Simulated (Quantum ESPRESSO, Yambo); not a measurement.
# Diamond (Fd-3m, 2 atoms a cell): G0W0 with Yambo, start to end, part 2 of 3

Aim: the G0W0 gap of Diamond (Fd-3m, 2 atoms a cell) on PBE, step by step.

Quantum ESPRESSO 7.5 and Yambo 5.3.0; PBE and many-body steps on it, plane waves. Known limits of the many-body steps: not at the basis limit.

So far. Step 2 (Ground state): The gap is indirect, with the least direct gap 1.40 eV higher. Step 3 (Bands along the symmetry lines): The gap is 4.190 eV, −0.039 eV from the run before at this level.

**4. Empty states on the mesh, 8×8×8 mesh, 51 bands**

Level of this step: DFT, PBE, plane waves, norm-conserving pseudopotentials (Quantum ESPRESSO).

The sums over transitions need many empty states on a uniform mesh; this step solves for them.

pw.in reads:

```
&control
  calculation = 'nscf'
  prefix = 'x'
  outdir = 'o'
  pseudo_dir = 'pseudo'
/
&system
  ibrav = 0
  nat = 2
  ntyp = 1
  ecutwfc = 74.0
  nbnd = 51
  force_symmorphic = .true.
/
&electrons
  conv_thr = 1e-9
  electron_maxstep = 80
  diago_full_acc = .true.
  diago_thr_init = 5e-6
/
ATOMIC_SPECIES
  C 12.011 C.upf
CELL_PARAMETERS angstrom
  -0.0000000000 1.7833700000 1.7833700000
  1.7833700000 -0.0000000000 1.7833700000
  1.7833700000 1.7833700000 0.0000000000
ATOMIC_POSITIONS crystal
  C 0.0000000000 0.0000000000 0.0000000000
  C 0.2500000000 0.2500000000 0.2500000000
K_POINTS automatic
  8 8 8 0 0 0
```

The run is started by

```bash
OMP_NUM_THREADS=1 mpirun -n 4 pw.x -nk 4 -in pw.in > pw.out
```

The log of the run:

```text
[banner, memory and clock lines left out]
Program PWSCF v.7.5 starts

     Atomic positions and unit cell read from directory:
     o/x.save/

     Message from routine setup:
     using ibrav=0 with symmetry is DISCOURAGED, use correct ibrav instead

     G-vector sticks info

     bravais-lattice index     =            0
     lattice parameter (alat)  =       4.7660  a.u.
     unit-cell volume          =      76.5510 (a.u.)^3
     number of atoms/cell      =            2
     number of atomic types    =            1
     number of electrons       =         8.00
     number of Kohn-Sham states=           51
     kinetic-energy cutoff     =      74.0000  Ry
     charge density cutoff     =     296.0000  Ry
     Exchange-correlation= PBE
                           (   1   4   3   4   0   0   0)

     celldm(1)=   4.766014  celldm(2)=   0.000000  celldm(3)=   0.000000
     celldm(4)=   0.000000  celldm(5)=   0.000000  celldm(6)=   0.000000

     crystal axes: (cart. coord. in units of alat)
               a(1) = (  -0.000000   0.707107   0.707107 )
               a(2) = (   0.707107  -0.000000   0.707107 )
               a(3) = (   0.707107   0.707107   0.000000 )

     reciprocal axes: (cart. coord. in units 2 pi/alat)
               b(1) = ( -0.707107  0.707107  0.707107 )
               b(2) = (  0.707107 -0.707107  0.707107 )
               b(3) = (  0.707107  0.707107 -0.707107 )
     Pseudo is Norm-conserving + core correction, Zval =  4.0
     Generated using ONCVPSP code by D. R. Hamann
     Using radial grid of 1248 points,  4 beta functions with:
     C                 4.00    12.01100     C ( 1.00)

     24 Sym. Ops. (no inversion) found

   Cartesian axes

     site n.     atom                  positions (alat units)
         1        C      tau(   1) = (   0.0000000   0.0000000   0.0000000  )
         2        C      tau(   2) = (   0.3535534   0.3535534   0.3535534  )

     number of k points=    29
                       cart. coord. in units 2pi/alat
        k(    1) = (   0.0000000   0.0000000   0.0000000), wk =   0.0039062
        k(    2) = (   0.0883883   0.0883883  -0.0883883), wk =   0.0312500
        k(    3) = (   0.1767767   0.1767767  -0.1767767), wk =   0.0312500
[...]
[... 17 further rows ...]
        k(   28) = (  -0.7071068   0.1767767   0.0000000), wk =   0.0468750
        k(   29) = (  -0.7071068   0.3535534   0.0000000), wk =   0.0234375

     Dense  grid:     6615 G-vectors     FFT dimensions: (  27,  27,  27)

     The potential is recalculated from file :
     o/x.save/charge-density

     Starting wfcs are    8 randomized atomic wfcs +   43 random wfcs

     Band Structure Calculation

     End of band structure calculation

          k = 0.0000 0.0000 0.0000 (   869 PWs)   bands (ev):

    -8.1303  13.3585  13.3585  13.3585  18.9841  18.9841  18.9841  26.6878
    32.6551  40.2185  40.2185  40.9884  40.9884  40.9884  48.1681  60.6130
    60.6130  60.6130  81.5255  81.5255  81.5255  85.7548  85.7548  87.9125
[...]
125.0201 126.9153 132.7306

          k = 0.0884 0.0884-0.0884 (   833 PWs)   bands (ev):

[...]
131.7912 131.7912 133.7936

          k = 0.1768 0.1768-0.1768 (   821 PWs)   bands (ev):

[...]
106.1719 108.8279 108.8279 109.2697 112.1956 112.1956 114.3893 120.4040
   120.4040 121.3645 123.1816 129.8644 129.8644 132.3577 132.3577 133.0249
   139.4628 140.4254 140.4254

          k = 0.2652 0.2652-0.2652 (   820 PWs)   bands (ev):

     [... further k-points ...]

     highest occupied, lowest unoccupied level (ev):    13.3585   17.5486

     XML data file, pseudopotentials, collected wavefunctions
```

Elapsed: 2.9 s, on 4 MPI ranks of Arm Neoverse V1, shared host; peak memory 0.18 GiB.

Numbers from this step:

| Quantity | Value |
| --- | --- |
| gap | 4.190 eV |
| k of the valence top | 0, 0, 0 |
| k of the conduction bottom | 0, 0.375, 0.375 |
| least direct gap | 5.626 eV |
| k points computed | 29 |
| lowest point of the top converged band, above the valence top | 119.3426 eV |

On this mesh the gap is 4.190 eV.

**5. Conversion and set-up**

This step: Yambo 5.3.0; conversion and set-up on PBE, plane waves, norm-conserving pseudopotentials.

The states are converted to the many-body program's format and the q mesh is built.

The run is started by

```bash
(cd o/x.save; p2y > p2y.log; mv SAVE ../..); yambo > setup.log
```

The log of the run:

```text
 Yambo, version 5.3.0

 [02] CORE Variables Setup
 =========================

  [02.01] Unit cells
  ==================

  Cell kind             :  FCC
  Atoms in the cell     :  C
  number of C  atoms    :  2

  List of atomic masses
  Mass of C     :  12.01100

  List of atomic coordinates    : [cc]
  C1       :  0.000000  0.000000  0.000000  order 1
  C2       :  1.685040  1.685040  1.685040  order 2

  Alat factors          :  3.370081  3.370081  3.370081 [a.u.]
  Direct lattice volume :  76.55102 [a.u.]
  Direct lattice vectors:  A[ 1 ]  A[ 2 ]  A[ 3 ]
   A[ 1 ]: -0.000000  1.000000  1.000000  [iru]
  -0.000000  3.370081  3.370081  [cc]
   A[ 2 ]:  1.000000 -0.000000  1.000000  [iru]
   3.370081 -0.000000  3.370081  [cc]
   A[ 3 ]:  1.000000  1.000000  0.000000  [iru]
   3.370081  3.370081  0.000000  [cc]

  Recip. lattice volume :  3.240325 [a.u.]
  Recip. lattice vectors:  B[ 1 ]  B[ 2 ]  B[ 3 ]
   B[ 1 ]: -0.500000  0.500000  0.500000  [iku]
  -0.932201  0.932201  0.932201  [cc]
   B[ 2 ]:  0.500000 -0.500000  0.500000  [iku]
   0.932201 -0.932201  0.932201  [cc]
   B[ 3 ]:  0.500000  0.500000 -0.500000  [iku]
   0.932201  0.932201 -0.932201  [cc]

  [02.02] Symmetries
  ==================

  Inversion symmetry    : yes
  Spatial inversion     : no
  Inversion index       :  25
  K-space Time-reversal : yes
  Magnetic symmetries   : no
  Time-reversal derived K-space symmetries:   25   48
  Group table correct   : yes
  Symmetries units      :  [cc]

   [S  1]:   1.0000     -0.26553E-16 -0.26553E-16 -0.26553E-16   1.0000      0.26553E-16  0.26553E-16  0.26553E-16   1.0000
   [S  2]:  -1.0000      0.26553E-16 -0.26553E-16  0.26553E-16  -1.0000      0.26553E-16 -0.26553E-16 -0.26553E-16   1.0000
   [S  3]:  -1.0000     -0.26553E-16  0.26553E-16  0.26553E-16   1.0000     -0.26553E-16 -0.26553E-16  0.26553E-16  -1.0000
[...]
[S  9]: -0.26553E-16   1.0000     -0.26553E-16  0.26553E-16 -0.26553E-16   1.0000       1.0000      0.26553E-16  0.26553E-16
   [S 10]: -0.26553E-16  -1.0000      0.26553E-16  0.26553E-16  0.26553E-16  -1.0000       1.0000     -0.26553E-16 -0.26553E-16
     [... 36 further rows ...]
   [S*47]:   1.0000     -0.26553E-16  0.26553E-16 -0.26553E-16  0.26553E-16  -1.0000      0.26553E-16   1.0000     -0.26553E-16
   [S*48]:   1.0000      0.26553E-16 -0.26553E-16 -0.26553E-16 -0.26553E-16   1.0000      0.26553E-16  -1.0000      0.26553E-16

  [02.03] Reciprocal space
  ========================

  nG shells         :  117
  nG charge         :   6615
  nG WFs            :  1182
  nC WFs            :   869
  G-vecs. in first 11 shells:  [ Number ]
     1    9   15   27   51   59   65   89  113
   137  169
  ...
  Shell energy in first 11 shells:  [ mHa ]
    0.00000      1303.50      1738.00      3475.99      4779.49      5213.99      6951.99      8255.49      8689.99
    10428.0      11731.5
  ...

  [02.04] K-grid lattice
[...]
WF components:   825
  [... 14 further k-points ...]
  K [29]         [rlu]:  0.250000 -0.500000 -0.250000
         WF components:   792

  [02.05] Energies & Occupations
  ==============================

  [X] === General ===
  [X] Electronic Temperature                        :  0.000000  0.000000 [eV K]
  [X] Bosonic    Temperature                        :  0.000000  0.000000 [eV K]
  [X] Finite Temperature mode                       : no
  [X] El. density                                   :  0.70524E+24 [cm-3]
  [X] Fermi Level                                   :  13.35851 [eV]

  [X] === Gaps and Widths ===
  [X] Conduction Band Min                           :  4.190041 [eV]
  [X] Valence Band Max                              :  0.000000 [eV]
  [X] Filled Bands                                  :   4
  [X] Empty Bands                                   :    5   51
  [X] Direct Gap                                    :  5.625541 [eV]
  [X] Direct Gap localized at k                     :  1
  [X] Indirect Gap                                  :  4.190041 [eV]
  [X] Indirect Gap between kpts                     :   1  18
  [X] Last valence band width                       :  8.331933 [eV]
  [X] 1st conduction band width                     :  6.494492 [eV]

  E @ K [ 1]:  [eV]
   -21.4889    -0.550487E-8 -0.304848E-8   0.00000      5.62554      5.62554      5.62554      13.3293
  occ @ K [ 1]
   2.000000  2.000000  2.000000  2.000000  0.000000  0.000000  0.000000  0.000000
  E @ K [ 2]:  [eV]
  -21.05697  -2.41453  -0.65301  -0.65301   6.48508   6.48508   6.91368  13.69632
  occ @ K [ 2]
[...]
E @ K [ 3]:  [eV]
[...]
occ @ K [ 3]
[...]
E @ K [ 8]:  [eV]
[...]
occ @ K [ 8]
[...]
E @ K [ 9]:  [eV]
[...]
occ @ K [ 9]
[...]
E @ K [10]:  [eV]
[...]
occ @ K [10]
[...]
E @ K [11]:  [eV]
[...]
occ @ K [11]
[...]
E @ K [12]:  [eV]
[...]
occ @ K [12]
[...]
E @ K [13]:  [eV]
[...]
occ @ K [13]
[...]
E @ K [14]:  [eV]
[...]
occ @ K [14]
[...]
[... 14 further k-points ...]
  E @ K [29]:  [eV]
  -11.98541 -11.98541  -8.33193  -8.33193  10.68453  10.68453  12.35461  12.35461
  occ @ K [29]
   2.000000  2.000000  2.000000  2.000000  0.000000  0.000000  0.000000  0.000000

 [03] Transferred momenta grid and indexing
 ==========================================

 IBZ Q-points                                      :  29
 BZ  Q-points                                      :   512

 K/Q-points units:
 rlu = crystal or reduced units; cc = cartesian coordinates; iku = interal k-units

 Q [ 1]         [rlu]:  0.000000  0.000000  0.000000
 Q [ 2]         [rlu]: -0.21107E-16 -0.21107E-16  0.12500
 Q [ 3]         [rlu]:  0.24465E-17  0.24465E-17  0.25000
[...]
Q [ 8]         [rlu]:  0.24465E-17  0.12500      0.37500
 Q [ 9]         [rlu]:  0.26352E-18  0.12500      0.50000
 Q [10]         [rlu]:  0.84430E-16  0.12500     -0.37500
     [... 17 further rows ...]
 Q [28]         [rlu]:  0.125000 -0.500000 -0.375000
 Q [29]         [rlu]:  0.250000 -0.500000 -0.250000

  [03.01] X indexes
  =================

   [03.01.01] Sigma indexes
   ========================

 [06] Game Over & Game summary
```

Wall time 1.8 s (1 MPI rank); peak memory 0.23 GiB.

(Part 2 of 3 ends here.)

[Paths, hosts, dates, memory and timing lines, banners, echoed tables and standing remarks are left out of the program output.]

[Logs are printed without paths, hosts, clocks, repeated set-up lines and the standing remarks that a program may print on its own settings, such as how far it seeks lower states.]

[Runs of the session that timed out or met a known fault of the program may be left out.]

[Hosts, paths, dates, database ids (printed as entryN), source tags and the programs' standing remarks are cut or masked in the printed files.]
